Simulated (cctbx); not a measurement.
# Symmetry from intensities

Cell: a = 6.6710 Å, b = 3.8710 Å, c = 7.7040 Å, α = 90.00°, β = 90.00°, γ = 90.00°. Expected content of the cell: Ta4 Cd4 P4.

Simulated single-crystal data (cctbx): synchrotron X-rays, λ = 0.4959 Å, to d = 0.6 Å, 70 % of the full sphere, strongest reflection 5000 counts, noise from counting, a 1.5 % proportional error and a noise floor of 8 counts (s.d.); no absorption, some extinction.

Tests on the unmerged data give:

```text
2644 reflections to d = 0.600 A
centring   violations  <I/sigma> of those
    A        732 of  1330      7.6
    B        761 of  1315      7.7
    C        755 of  1335      7.9
    I        671 of  1333      5.8
    R       1027 of  1776      7.8
    F       1124 of  1990      7.7
Laue class    unique    Rint  (classes that these axes allow; Friedel mates merged)
P -1             1728   0.046
P 1 2/m 1        1039   0.054
P 1 1 2/m        1008   0.053
P 2/m 1 1        1007   0.053
P m m m           599   0.059
space group    extra absences  I>4sigma  <I/sigma>
P 2 2 2                 0          0         -  acentric
P 2 2 21                7          0      -0.3  acentric
P 21 2 2                8          0       0.2  acentric
P 2 21 2                4          0      -0.3  acentric
P 21 21 2              12          0       0.0  acentric
P 2 21 21              11          0      -0.3  acentric
P 21 2 21              15          0      -0.0  acentric
P 21 21 21             19          0      -0.1  acentric
P m m 2                 0          0         -  acentric
P 2 m m                 0          0         -  acentric
P m 2 m                 0          0         -  acentric
P 21 m a               83          0       0.0  acentric
P m 2 a                83          0       0.0  acentric
P n m 21               85          0      -0.0  acentric
P n 21 m               85          0      -0.0  acentric
P n 21 a              168          0      -0.0  acentric
P m m m                 0          0         -  centric
P m m a                83          0       0.0  centric
P n m m :1             85          0      -0.0  centric
P n m m :2             85          0      -0.0  centric
P n m a               168          0      -0.0  centric
Wilson B = 0.83 A^2   <|E^2-1|> = 0.800 (0.968 centric, 0.736 acentric)   E^2>4: 1.7 %
shell (A)         n   <I/sigma>
 6.67 - 1.20     93     24.3
 1.20 - 0.95     74     18.8
 0.95 - 0.83     79     17.2
 0.83 - 0.76     67     12.7
 0.76 - 0.70     74     13.5
 0.70 - 0.66     66     10.5
 0.66 - 0.63     84      7.9
 0.63 - 0.60     62      8.9
```

**Question.** What are the lattice type, the Laue class and the likely space group?

Every centring test has many violations, so the lattice is primitive.

Rint stays low (0.046 to 0.059) up to P m m m, the highest class in these axes.

21 settings pass the absence test. The most absences obeyed, 168, belong to P n 21 a and P n m a, which absences can't tell apart.

⟨|E²−1|⟩ = 0.800 lies between the two ideal values. The Wilson B of 0.83 Å² means U ≈ 0.0105 Å².

The true group is Pnma (no. 62), Laue class mmm, centrosymmetric. The tables only narrow the choice to the tied entries; cell content, site symmetry and trial solutions must settle it.

The model was made for the exercise: a known structure type with other elements put in, its volume estimated, not relaxed; displacement parameters are assumed.

[Logs are printed without paths, hosts, clocks, repeated set-up lines and the standing remarks that a program may print on its own settings, such as how far it seeks lower states.]
